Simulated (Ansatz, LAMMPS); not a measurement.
**Glassy 62P2O5-14Al2O3-24BaO (mol %) (160 atoms) in motion**

Aim: follow glassy 62P2O5-14Al2O3-24BaO (mol %) (160 atoms) for a short time with forces from DFT, then look at structure and electrons in the last frame.

Main program and level: Ansatz 0.2.0; Kohn-Sham DFT, PBE, PAW (set soft_2), plane waves.

## 1. Set-up

The cell holds 160 atoms: 36 P, 8 Al, 7 Ba and 109 O. Its edges and angles: a = 13.237 Å, b = 13.237 Å, c = 13.237 Å, α = 90.0°, β = 90.0°, γ = 90.0°. 160 atoms (36 P, 8 Al, 7 Ba, 109 O) placed at random at 2.92 g/cm³, melted at 4000 K for 10 ps at fixed volume with the Morse and Coulomb pair potential with partial charges (Pedone, Malavasi, Menziani, Cormack and Segre, J. Phys. Chem. B 110, 11780 (2006)). Quenched from 4000 K to 300 K at 1000 K/ps and fixed volume, held 10 ps at zero pressure.

Before any run, some limits are plain. The quench rate of 1000 K/ps is many orders above laboratory rates, so the cell is likely richer in defects and strain than a real sample. The network of bonds at the start is that of the classical potential that made the cell. Sampling is at Γ alone, for a cell whose shortest periodic width is 13 Å. Spin–orbit coupling is left out, which matters for the levels of the heavy elements.

## 2. Dynamics started at 400 K

A Nosé–Hoover thermostat steers the temperature while disturbing the dynamics little. The time step is 1.0 fs.

The input, input.yaml:

```yaml
crystal:
  lattice:
    - [13.23747, 0.0, 0.0]
    - [0.0, 13.23747, 0.0]
    - [0.0, 0.0, 13.23747]
  atoms:
    - { symbol: P, position: [0.99528, 0.9541, 0.74916] }
    - { symbol: P, position: [0.27526, 0.18947, 0.97901] }
    - { symbol: P, position: [0.92773, 0.49173, 0.67564] }
    - { symbol: P, position: [0.1016, 0.88897, 0.22712] }
    [... 150 atom lines left out ...]
    - { symbol: O, position: [0.29183, 0.79586, 0.07397] }
    - { symbol: O, position: [0.58396, 0.4641, 0.72937] }
    - { symbol: O, position: [0.91701, 0.43614, 0.91324] }
    - { symbol: O, position: [0.71642, 0.1092, 0.45514] }
    - { symbol: O, position: [0.97632, 0.81297, 0.96881] }
    - { symbol: O, position: [0.82979, 0.2172, 0.0985] }
kpoints:
  mp_grid: { grid: [1, 1, 1] }
hamiltonian:
  xc: pbe
scf:
  occupations: { method: fixed }
output:
  forces: true
md:
  timestep: 1.0
  n_steps: 63
  ensemble: nvt_nose_hoover
  temperature: 400
  initial_velocities: maxwell_boltzmann
  seed: 627
```

Command:

```console
$ ansatz run input.yaml --threads 4 --pin off --max-ram 8192MiB --backend cpu --events-out ev --progress --plain --runs-dir out
```

Wall time 25 min (4 threads of Intel Xeon Platinum 8488C (Sapphire Rapids), shared host); peak memory 3.6 GiB; 1.5 h of CPU time.

The program notes that it switched symmetry off.

The trajectory, sampled:

| time (fs) | T (K) | potential (meV/atom) | conserved (meV/atom) |
| --- | --- | --- | --- |
| 0.0 | 400 | 0.0 | 0.00 |
| 4.0 | 483 | -10.7 | -0.05 |
| 8.0 | 624 | -28.9 | -0.11 |
| 13.0 | 719 | -41.4 | -0.10 |
| 17.0 | 723 | -42.5 | -0.09 |
| 21.0 | 684 | -38.3 | -0.09 |
| 25.0 | 605 | -28.9 | -0.06 |
| 29.0 | 545 | -22.1 | -0.03 |
| 34.0 | 560 | -25.2 | -0.06 |
| 38.0 | 601 | -31.3 | -0.08 |
| 42.0 | 635 | -36.8 | -0.09 |
| 46.0 | 653 | -40.3 | -0.10 |
| 50.0 | 653 | -41.6 | -0.10 |
| 55.0 | 646 | -42.2 | -0.08 |
| 59.0 | 661 | -45.4 | -0.11 |
| 63.0 | 658 | -46.2 | -0.11 |

Mean square displacement from the first frame to the last: P 0.040 Å², Al 0.084 Å², Ba 0.053 Å², O 0.10 Å².

The mean square displacement by time lag:

| time lag (fs) | Al (Å²) | Ba (Å²) | O (Å²) | P (Å²) |
| --- | --- | --- | --- | --- |
| 1.0 | 6.5e-5 | 1.5e-5 | 9.1e-5 | 5.5e-5 |
| 2.0 | 2.6e-4 | 6.1e-5 | 3.6e-4 | 2.2e-4 |
| 3.0 | 5.8e-4 | 1.4e-4 | 8.1e-4 | 4.9e-4 |
| 4.0 | 0.00104 | 2.5e-4 | 0.00144 | 8.7e-4 |
| 6.0 | 0.00232 | 5.5e-4 | 0.00320 | 0.00192 |
| 7.0 | 0.00314 | 7.6e-4 | 0.00431 | 0.00258 |
| 8.0 | 0.00407 | 9.9e-4 | 0.00557 | 0.00333 |
| 10.0 | 0.00626 | 0.00155 | 0.00847 | 0.00503 |
| 11.0 | 0.00749 | 0.00188 | 0.0101 | 0.00597 |
| 12.0 | 0.00882 | 0.00224 | 0.0118 | 0.00696 |
| 13.0 | 0.0102 | 0.00263 | 0.0136 | 0.00798 |
| 15.0 | 0.0132 | 0.00351 | 0.0173 | 0.0101 |
| 16.0 | 0.0148 | 0.00399 | 0.0193 | 0.0112 |
| 17.0 | 0.0164 | 0.00451 | 0.0213 | 0.0123 |
| 19.0 | 0.0198 | 0.00563 | 0.0253 | 0.0145 |
| 20.0 | 0.0215 | 0.00624 | 0.0274 | 0.0156 |
| 21.0 | 0.0233 | 0.00688 | 0.0294 | 0.0166 |
| 22.0 | 0.0250 | 0.00755 | 0.0315 | 0.0177 |
| 24.0 | 0.0285 | 0.00897 | 0.0355 | 0.0197 |
| 25.0 | 0.0303 | 0.00973 | 0.0375 | 0.0206 |
| 26.0 | 0.0320 | 0.0105 | 0.0394 | 0.0216 |
| 28.0 | 0.0355 | 0.0122 | 0.0433 | 0.0233 |
| 29.0 | 0.0372 | 0.0130 | 0.0452 | 0.0241 |
| 30.0 | 0.0389 | 0.0139 | 0.0471 | 0.0249 |
| 32.0 | 0.0423 | 0.0158 | 0.0508 | 0.0263 |

Over the second half of 63 fs the temperature averages 631 K, rising from about 576 to 658 K (means over the first and last quarter of that half). The conserved energy stays within 0.12 meV/atom. From first frame to last O has the largest mean square displacement, 0.10 Å² at the end; the farthest move is 0.77 Å. The mean temperature of 631 K lies well off the 400 K of the input, so the thermostat hasn't yet brought the run to equilibrium. The count of bonds goes from 226 in the first frame to 227 in the last, by one set of cutoffs: 3 pairs passed out of them and 4 came within. The run spans 0.06 ps, too short for its means to be equilibrium values.

## 3. Local order late in the run

The g(r) is a mean over the second half; what follows it is taken at the last frame.

Density 2.89 g/cm³, 14.50 Å³ an atom.

Mean of 17 frames. Pair distribution functions g(r), in bins of 0.2 Å:

| r (Å) | total | O-O | O-P | O-Al | O-Ba | P-P | P-Al |
| --- | --- | --- | --- | --- | --- | --- | --- |
| 1.40 | 0.81 | 0.00 | 2.63 | 0.00 | 0.00 | 0.00 | 0.00 |
| 1.60 | 3.06 | 0.00 | 9.83 | 0.81 | 0.00 | 0.00 | 0.00 |
| 1.80 | 0.91 | 0.00 | 1.20 | 7.94 | 0.00 | 0.00 | 0.00 |
| 2.00 | 0.20 | 0.00 | 0.25 | 1.82 | 0.00 | 0.00 | 0.00 |
| 2.20 | 0.12 | 0.16 | 0.06 | 0.45 | 0.00 | 0.00 | 0.00 |
| 2.40 | 1.05 | 2.11 | 0.06 | 0.00 | 0.94 | 0.00 | 0.00 |
| 2.60 | 1.65 | 3.21 | 0.06 | 0.00 | 2.45 | 0.00 | 0.00 |
| 2.80 | 0.73 | 1.33 | 0.06 | 0.00 | 1.46 | 0.13 | 0.26 |
| 3.00 | 0.74 | 0.83 | 0.18 | 0.20 | 1.57 | 2.48 | 2.71 |
| 3.20 | 0.89 | 0.77 | 0.73 | 0.11 | 0.72 | 2.42 | 6.02 |
| 3.40 | 0.74 | 0.69 | 0.75 | 0.91 | 0.59 | 0.81 | 1.62 |
| 3.60 | 1.03 | 0.75 | 1.27 | 2.24 | 1.27 | 0.16 | 0.35 |
| 3.80 | 1.25 | 0.82 | 2.07 | 1.46 | 0.45 | 0.56 | 0.11 |
| 4.00 | 1.08 | 0.70 | 1.77 | 1.40 | 0.35 | 0.61 | 0.69 |
| 4.20 | 1.09 | 0.78 | 1.39 | 2.04 | 0.68 | 1.03 | 0.96 |
| 4.40 | 1.02 | 0.95 | 1.02 | 1.01 | 1.20 | 1.33 | 1.14 |
| 4.60 | 1.06 | 1.23 | 0.69 | 1.04 | 1.31 | 1.54 | 0.72 |
| 4.80 | 1.07 | 1.39 | 0.65 | 0.76 | 1.49 | 0.93 | 0.50 |
| 5.00 | 1.12 | 1.34 | 0.80 | 0.86 | 1.44 | 1.33 | 1.42 |
| 5.20 | 1.01 | 1.11 | 0.77 | 0.59 | 1.48 | 1.43 | 1.43 |
| 5.40 | 0.98 | 1.04 | 1.00 | 0.73 | 0.73 | 1.23 | 0.70 |
| 5.60 | 0.89 | 0.86 | 1.00 | 0.65 | 0.86 | 0.88 | 1.05 |
| 5.80 | 0.93 | 0.86 | 1.09 | 0.99 | 0.70 | 0.71 | 0.61 |
| 6.00 | 0.90 | 0.76 | 1.10 | 1.27 | 0.65 | 0.66 | 1.07 |
| 6.20 | 0.95 | 0.84 | 1.12 | 1.21 | 0.92 | 0.63 | 0.94 |
| 6.40 | 1.02 | 0.97 | 1.06 | 1.37 | 0.93 | 0.78 | 0.61 |

Bonds by pair of elements; cutoffs follow the first minimum of g(r), held within bounds set by covalent radii, and pairs that aren't listed don't count as bonded:

| pair A-B | cutoff (Å) | bonds | mean length (Å) | spread (Å) | shortest (Å) | B about A | A about B |
| --- | --- | --- | --- | --- | --- | --- | --- |
| O-P | 2.11 | 147 | 1.57 | 0.098 | 1.43 | 1.35 | 4.08 |
| O-Al | 2.49 | 35 | 1.83 | 0.132 | 1.66 | 0.321 | 4.38 |
| O-Ba | 3.29 | 45 | 2.80 | 0.253 | 2.33 | 0.413 | 6.43 |

How many atoms have how many bonded neighbours:

| element | mean | 1 | 2 | 3 | 4 | 5 | 6 | 7 | 8 |
| --- | --- | --- | --- | --- | --- | --- | --- | --- | --- |
| Al | 4.38 | 0 | 0 | 0 | 5 | 3 | 0 | 0 | 0 |
| Ba | 6.43 | 0 | 0 | 0 | 1 | 0 | 3 | 1 | 2 |
| O | 2.08 | 7 | 86 | 16 | 0 | 0 | 0 | 0 | 0 |
| P | 4.08 | 0 | 0 | 0 | 33 | 3 | 0 | 0 | 0 |

Bond angles, per cent of each kind in bins of 5°:

| angle (°) | O-P-O | O-Ba-O | O-Al-O | Ba-O-P | P-O-P |
| --- | --- | --- | --- | --- | --- |
| 45–50 | 0.0 | 3.1 | 0.0 | 0.0 | 0.0 |
| 50–55 | 0.0 | 2.3 | 0.0 | 0.0 | 0.0 |
| 55–60 | 0.0 | 3.1 | 0.0 | 0.0 | 0.0 |
| 60–65 | 0.0 | 3.1 | 0.0 | 0.0 | 0.0 |
| 65–70 | 0.0 | 5.5 | 0.0 | 0.0 | 0.0 |
| 70–75 | 0.0 | 7.0 | 1.7 | 0.0 | 0.0 |
| 75–80 | 0.4 | 7.0 | 1.7 | 0.0 | 0.0 |
| 80–85 | 0.9 | 7.8 | 5.0 | 2.1 | 0.0 |
| 85–90 | 2.6 | 6.2 | 5.0 | 4.2 | 0.0 |
| 90–95 | 5.3 | 4.7 | 11.7 | 0.0 | 0.0 |
| 95–100 | 9.7 | 5.5 | 8.3 | 6.2 | 0.0 |
| 100–105 | 11.0 | 7.8 | 10.0 | 10.4 | 0.0 |
| 105–110 | 27.6 | 3.9 | 16.7 | 8.3 | 0.0 |
| 110–115 | 20.6 | 3.9 | 16.7 | 2.1 | 0.0 |
| 115–120 | 13.6 | 2.3 | 6.7 | 8.3 | 2.6 |
| 120–125 | 4.8 | 3.1 | 5.0 | 10.4 | 2.6 |
| 125–130 | 0.4 | 2.3 | 3.3 | 6.2 | 7.9 |
| 130–135 | 0.9 | 4.7 | 1.7 | 8.3 | 5.3 |
| 135–140 | 0.0 | 2.3 | 1.7 | 10.4 | 21.1 |
| 140–145 | 0.4 | 0.8 | 0.0 | 8.3 | 5.3 |
| 145–150 | 0.4 | 3.9 | 0.0 | 0.0 | 13.2 |
| 150–155 | 0.0 | 0.8 | 0.0 | 2.1 | 10.5 |
| 155–160 | 0.0 | 2.3 | 1.7 | 4.2 | 23.7 |
| 160–165 | 0.0 | 1.6 | 0.0 | 0.0 | 2.6 |
| 165–170 | 0.4 | 3.1 | 0.0 | 6.2 | 2.6 |
| 170–175 | 0.0 | 0.8 | 1.7 | 2.1 | 2.6 |
| 175–180 | 0.9 | 0.8 | 1.7 | 0.0 | 0.0 |

Bond angles (no mean is given where the spread exceeds 20°):

| angle | count | mean (°) | spread (°) |
| --- | --- | --- | --- |
| O-P-O | 228 | 109 | 12 |
| O-Ba-O | 128 | - | - |
| O-Al-O | 60 | 108 | 19.2 |
| Ba-O-P | 48 | - | - |
| P-O-P | 38 | 146 | 13.1 |

Oxygen atoms by the number of network formers (Si, P, Ge, B, Al, As, Ga) bound to them:

| network formers bound to O | O atoms | per cent |
| --- | --- | --- |
| 0 | 0 | 0 |
| 1 | 36 | 33 |
| 2 | 73 | 67 |

Network units: each former by its oxygen neighbours and how many of them bridge to another former:

| former | O neighbours | bridging O | atoms |
| --- | --- | --- | --- |
| P | 4 | 1 | 1 |
| P | 4 | 2 | 7 |
| P | 4 | 3 | 17 |
| P | 4 | 4 | 8 |
| P | 5 | 4 | 2 |
| P | 5 | 5 | 1 |
| Al | 4 | 4 | 5 |
| Al | 5 | 5 | 3 |

Bond length by coordination (bonds to H left out):

| element | coordination | atoms | mean bond length (Å) |
| --- | --- | --- | --- |
| Al | 4 | 5 | 1.76 |
| Al | 5 | 3 | 1.93 |
| Ba | 4 | 1 | 2.62 |
| Ba | 6 | 3 | 2.79 |
| Ba | 7 | 1 | 2.8 |
| Ba | 8 | 2 | 2.86 |
| O | 1 | 7 | 1.47 |
| O | 2 | 86 | 1.76 |
| O | 3 | 16 | 2.27 |
| P | 4 | 33 | 1.56 |
| P | 5 | 3 | 1.66 |

Rings of the network by King's shortest-path rule, up to 12 atoms, one path for each pair of neighbours; H, halogens, alkali and alkaline-earth atoms are left out, and the last column divides by all other atoms, bonded or not:

| ring size (atoms) | rings | per network atom |
| --- | --- | --- |
| 8 | 11 | 0.072 |
| 10 | 7 | 0.046 |
| 12 | 9 | 0.059 |

For some of the pairs, g(r) has its first main peak near 2.5 Å (O-O), 1.6 Å (O-P), 1.8 Å (O-Al), 2.6 Å (O-Ba), 3.1 Å (P-P) and 3.2 Å (P-Al). Counting bonds as in the table, 62 % of Al atoms have 4, 43 % of Ba atoms have 6, 79 % of O atoms have 2 and 92 % of P atoms have 4 bonded neighbours. The O-P-O angle averages 109° with a spread of 12°. 67 % of the oxygens bridge two formers (P and Al) and 33 % are non-bridging. The commonest P unit has 4 oxygens, 3 of them shared with other formers (17 of 36 atoms). Rings of 8 atoms are the most common (41 % of those counted); sizes run from 8 to 12, where the search stops.

## 4. Single point at the last frame

The last frame is solved once more, with the analyses that the dynamics left out.

The input, input.yaml:

```yaml
crystal:
  lattice:
    - [13.23747, 0.0, 0.0]
    - [0.0, 13.23747, 0.0]
    - [0.0, 0.0, 13.23747]
  atoms:
    - { symbol: P, position: [0.9917, 0.96561, 0.74717] }
    - { symbol: P, position: [0.28071, 0.19134, 0.96915] }
    - { symbol: P, position: [0.91962, 0.50152, 0.66738] }
    - { symbol: P, position: [0.10813, 0.88274, 0.22099] }
    [... 150 atom lines left out ...]
    - { symbol: O, position: [0.29159, 0.80277, 0.07592] }
    - { symbol: O, position: [0.57974, 0.48515, 0.72592] }
    - { symbol: O, position: [0.90533, 0.45361, 0.9039] }
    - { symbol: O, position: [0.71506, 0.12157, 0.45684] }
    - { symbol: O, position: [0.99434, 0.82354, 0.96905] }
    - { symbol: O, position: [0.8604, 0.19799, 0.08894] }
kpoints:
  mp_grid: { grid: [1, 1, 1] }
hamiltonian:
  xc: pbe
scf:
  occupations: { method: fixed }
output:
  forces: true
  stress: true
  populations: true
  dos:
    method: { smearing: { sigma: 0.08 } }
    de: 0.1
    projected: { site_lists: { Al: [Al], Ba: [Ba], O: [O], P: [P] } }
  eigenvalues: true
  write_density: true
  write_potential: true
  volumetric_format: npy
  elf: true
```

It took 78 s on 4 threads; peak memory 3.8 GiB; 4.7 min of CPU time.

The program notes that the exchange-correlation potential is rough where the density is thin.

Numbers from this run:

- free energy: -135080.3513 eV
- free energy per atom: -844.2522 eV/atom
- SCF cycles: 10
- pressure: 0.948 GPa
- r.m.s. force component: 1.101 eV/Å
- longest force: 4.718 eV/Å
- Fermi energy: 4.191 eV
- gap (highest filled to lowest empty level): 1.316 eV
- spilling of the projection: 0.01678

Neighbours are counted within 2.11 Å (O-P), 2.49 Å (O-Al), 3.29 Å (O-Ba), the cutoffs taken from the dynamics.

Length of the force by element and coordination:

| element | coordination | atoms | mean length of the force (eV/Å) | spread | least | most |
| --- | --- | --- | --- | --- | --- | --- |
| Al | all | 8 | 1.62 | 0.962 | 0.386 | 3.00 |
| Al | 4 | 5 | 1.91 | 1.03 | 0.607 | 3.00 |
| Al | 5 | 3 | 1.15 | 0.591 | 0.386 | 1.83 |
| Ba | all | 7 | 0.915 | 0.495 | 0.443 | 1.99 |
| Ba | 4 | 1 | 0.443 | 0 | 0.443 | 0.443 |
| Ba | 6 | 3 | 1.32 | 0.473 | 0.939 | 1.99 |
| Ba | 7 | 1 | 0.586 | 0 | 0.586 | 0.586 |
| Ba | 8 | 2 | 0.702 | 0.246 | 0.456 | 0.949 |
| O | all | 109 | 1.52 | 0.800 | 0.205 | 4.41 |
| O | 1 | 7 | 1.71 | 0.618 | 1.13 | 2.82 |
| O | 2 | 86 | 1.53 | 0.810 | 0.271 | 4.41 |
| O | 3 | 16 | 1.38 | 0.794 | 0.205 | 2.83 |
| P | all | 36 | 2.33 | 0.889 | 0.506 | 4.72 |
| P | 4 | 33 | 2.35 | 0.886 | 0.506 | 4.72 |
| P | 5 | 3 | 2.19 | 0.920 | 0.900 | 2.95 |

Löwdin charges by element and coordination (they lack the spilled electrons, 0.097 e an atom on average):

| element | coordination | atoms | mean charge (e) | spread | least | most |
| --- | --- | --- | --- | --- | --- | --- |
| Al | all | 8 | 1.38 | 0.0426 | 1.33 | 1.44 |
| Al | 4 | 5 | 1.41 | 0.0286 | 1.37 | 1.44 |
| Al | 5 | 3 | 1.33 | 0.0016 | 1.33 | 1.33 |
| Ba | all | 7 | 1.83 | 0.0123 | 1.81 | 1.84 |
| Ba | 4 | 1 | 1.84 | 0 | 1.84 | 1.84 |
| Ba | 6 | 3 | 1.83 | 0.0038 | 1.82 | 1.83 |
| Ba | 7 | 1 | 1.81 | 0 | 1.81 | 1.81 |
| Ba | 8 | 2 | 1.83 | 0.0171 | 1.81 | 1.84 |
| O | all | 109 | -0.796 | 0.0683 | -0.966 | -0.673 |
| O | 1 | 7 | -0.815 | 0.0617 | -0.903 | -0.732 |
| O | 2 | 86 | -0.785 | 0.0655 | -0.966 | -0.673 |
| O | 3 | 16 | -0.845 | 0.0616 | -0.952 | -0.732 |
| P | all | 36 | 2.18 | 0.0493 | 2.05 | 2.30 |
| P | 4 | 33 | 2.18 | 0.05 | 2.05 | 2.30 |
| P | 5 | 3 | 2.16 | 0.0335 | 2.12 | 2.20 |

Density of states as counts of states in windows of 1 eV (from the Fermi level), total and the larger projections:

| from (eV) | to (eV) | total | O p | P p | O s | Ba p |
| --- | --- | --- | --- | --- | --- | --- |
| -18 | -17 | 15.2 | 0.4 | 2.7 | 11.6 | 0.1 |
| -17 | -15 | 0.0 | 0.0 | 0.0 | 0.0 | 0.0 |
| -15 | -14 | 4.0 | 2.3 | 0.4 | 0.5 | 0.0 |
| -14 | -13 | 8.3 | 4.8 | 1.1 | 1.0 | 0.1 |
| -13 | -12 | 13.2 | 7.3 | 1.8 | 1.2 | 1.0 |
| -12 | -11 | 51.3 | 11.5 | 2.7 | 1.5 | 33.4 |
| -11 | -10 | 24.8 | 13.7 | 4.1 | 1.2 | 4.0 |
| -10 | -9 | 18.8 | 12.3 | 2.6 | 1.3 | 0.3 |
| -9 | -8 | 25.4 | 17.4 | 3.4 | 1.7 | 0.1 |
| -8 | -7 | 36.6 | 26.0 | 4.7 | 2.9 | 0.2 |
| -7 | -6 | 59.0 | 44.4 | 5.7 | 5.4 | 0.4 |
| -6 | -5 | 77.8 | 63.1 | 5.7 | 5.1 | 0.5 |
| -5 | -4 | 97.6 | 85.3 | 4.3 | 3.7 | 0.5 |
| -4 | -3 | 89.8 | 81.7 | 2.8 | 1.9 | 0.3 |
| -3 | -2 | 101.9 | 95.2 | 2.4 | 1.0 | 0.4 |
| -2 | -1 | 67.9 | 64.6 | 1.0 | 0.4 | 0.2 |
| -1 | 0 | 19.1 | 18.3 | 0.2 | 0.1 | 0.0 |
| 0 | 1 | 0.7 | 0.7 | 0.0 | 0.0 | 0.0 |
| 1 | 2 | 2.0 | 0.6 | 0.3 | 0.2 | 0.0 |
| 2 | 3 | 4.0 | 0.7 | 0.8 | 0.7 | 0.0 |
| 3 | 4 | 8.2 | 1.5 | 1.9 | 1.2 | 0.0 |
| 4 | 5 | 28.2 | 3.2 | 4.2 | 3.2 | 0.0 |

The curve was stored every 0.100 eV, coarse against its broadening of 0.08 eV, so these counts are rough.

With fixed occupations the program's Fermi level is the highest filled level; weight inside the gap is the broadening of levels at its edges.

Between -26 and -18 eV lie 209 more states.

The levels nearest the highest filled one (over half full), pooled over k-points and spins:

| level less the highest filled one (eV) | occupation |
| --- | --- |
| -0.768 | 2 |
| -0.680 | 2 |
| -0.418 | 2 |
| -0.411 | 2 |
| -0.234 | 2 |
| 0 | 2 |
| 1.32 | 0 |
| 2.28 | 0 |
| 2.76 | 0 |
| 3.15 | 0 |
| 3.48 | 0 |
| 3.83 | 0 |

Mean Löwdin charges: Al +1.38, Ba +1.83, O -0.80, P +2.18 e (they miss 1.7 % of the electrons, so they add up to more than the cell's charge).

## 5. Outcome

```yaml
mean_temperature_second_half: 631.1 K
temperature_swing_second_half: 34.81 K
slope_of_the_conserved_energy_against_time_by_least_squares: -0.5341 meV/atom/ps
free_energy_per_atom: -844.2522 eV/atom
pressure: 0.948 GPa
r_m_s_force_component: 1.101 eV/Å
spacing_of_highest_filled_and_lowest_empty_level: 1.316 eV
wall_time_of_the_2_dft_runs: 26 min
```

Over the second half of 63 fs the temperature averages 631 K, rising from about 576 to 658 K (means over the first and last quarter of that half). The conserved energy stays within 0.12 meV/atom. The mean temperature of 631 K lies well off the 400 K of the input, so the thermostat hasn't yet brought the run to equilibrium. The count of bonds goes from 226 in the first frame to 227 in the last, by one set of cutoffs: 3 pairs passed out of them and 4 came within. The run spans 0.06 ps, too short for its means to be equilibrium values. Counting bonds as in the table, 62 % of Al atoms have 4, 43 % of Ba atoms have 6, 79 % of O atoms have 2 and 92 % of P atoms have 4 bonded neighbours. 67 % of the oxygens bridge two formers (P and Al) and 33 % are non-bridging.

The highest filled and lowest empty levels differ by 1.32 eV (at Γ alone); a semilocal functional tends to put such gaps too low. In a disordered cell it changes from sample to sample, and tail or defect levels can set it.

**Limits.** The starting topology of bonds comes from the classical model; in DFT 3 of its 226 bonded pairs passed out of the cutoffs and 4 came within them. The stress is far from hydrostatic: its diagonal is 2.2, -1.8, 2.5 GPa, compression counted positive. The pressure of a single frame lacks the kinetic term, about 0.60 GPa here.

[Logs are printed without paths, hosts, clocks, repeated set-up lines and the standing remarks that a program may print on its own settings, such as how far it seeks lower states.]

[Hosts, paths, dates, database ids (printed as entryN), source tags and the programs' standing remarks are cut or masked in the printed files.]
